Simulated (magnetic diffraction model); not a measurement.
# Magnetic neutron pattern of TmB2Rh

Space group Pnma (no. 62), a = 5.7660 Å, b = 5.2280 Å, c = 6.2680 Å.

```
site  atom       x       y       z
  4c    Tm  0.5016     3/4  0.8387
  4c    Rh  0.3190     3/4  0.3229
  8d     B  0.8818  0.0945  0.9748
```

This is a made-up structure (elements placed in a structure type, unrelaxed), so the numbers test the method and describe no known phase.

Only Tm is taken to order (form factors of Tm3+); orders and moment sizes are assumed, and not adapted to the symmetry. Radiation: neutrons of λ = 1.8 Å (absorption by B left out), 8° to 45°; isotropic B of 0.4 Å² (Tm), 0.43 Å² (Rh) and 0.9 Å² (B). The intensities are simulated: I ∝ L Σ (|F_N|² + |F_M⊥|²) for unpolarised neutrons, with F_M = 2.695 fm/μB × Σ f(s) S exp(2πi Q·r) exp(−B s²) at Q = H ± k (one set where k and −k are equivalent), only the part normal to Q counting and L = 1/(sin²θ cos θ). For collinear order S is the moment m, which repeats by lattice and centring translations R with the sign exp(−2πi k·R). Form factors are spin-only for 3d ions and dipole or tabulated for f ions, scattering lengths are Sears's of 1992, and absorption is left out. A label names one of the reflections at its angle. The strongest nuclear line in the range is 100, and lines under 0.2 are left out.

Assume the order k = (0 0 0), collinear moments along [111], 2.73 μB on Tm; signs + at (0.5016, 3/4, 0.8387), − at (0.0016, 3/4, 0.6613), + at (0.4984, 1/4, 0.1613), − at (0.9984, 1/4, 0.3387).

Predict the pattern, nuclear and magnetic parts apart.

```tsv
2θ (°)	index	nuclear	magnetic
16.51	(0 0 1)	0.0	15.1
17.96	(1 0 0)	0.0	50.0
24.49	(1 0 1)	39.9	0.0
31.70	(1 1 1)	4.5	43.3
33.38	(0 0 2)	4.6	0.0
36.38	(2 0 0)	6.4	0.0
38.16	(1 0 2)	2.6	3.5
39.12	(0 1 2)	0.0	14.3
40.19	(2 0 1)	3.9	4.8
40.28	(0 2 0)	25.2	0.0
41.77	(2 1 0)	1.2	0.0
43.36	(1 1 2)	100.0	0.0
43.81	(0 2 1)	0.0	4.2
44.42	(1 2 0)	0.0	14.8
```

The strongest magnetic line in the range is (1 0 0) at 17.96° (50.0). On top of the Lorentz factor, which all lines share, magnetic lines fade with angle because f falls: for Tm3+ it is 0.97, 0.87, 0.75 and 0.49 at sin θ/λ = 0.1, 0.2, 0.3 and 0.5 Å⁻¹, while nuclear lengths stay constant. The order has no net moment.

[Logs are printed without paths, hosts, clocks, repeated set-up lines and the standing remarks that a program may print on its own settings, such as how far it seeks lower states.]
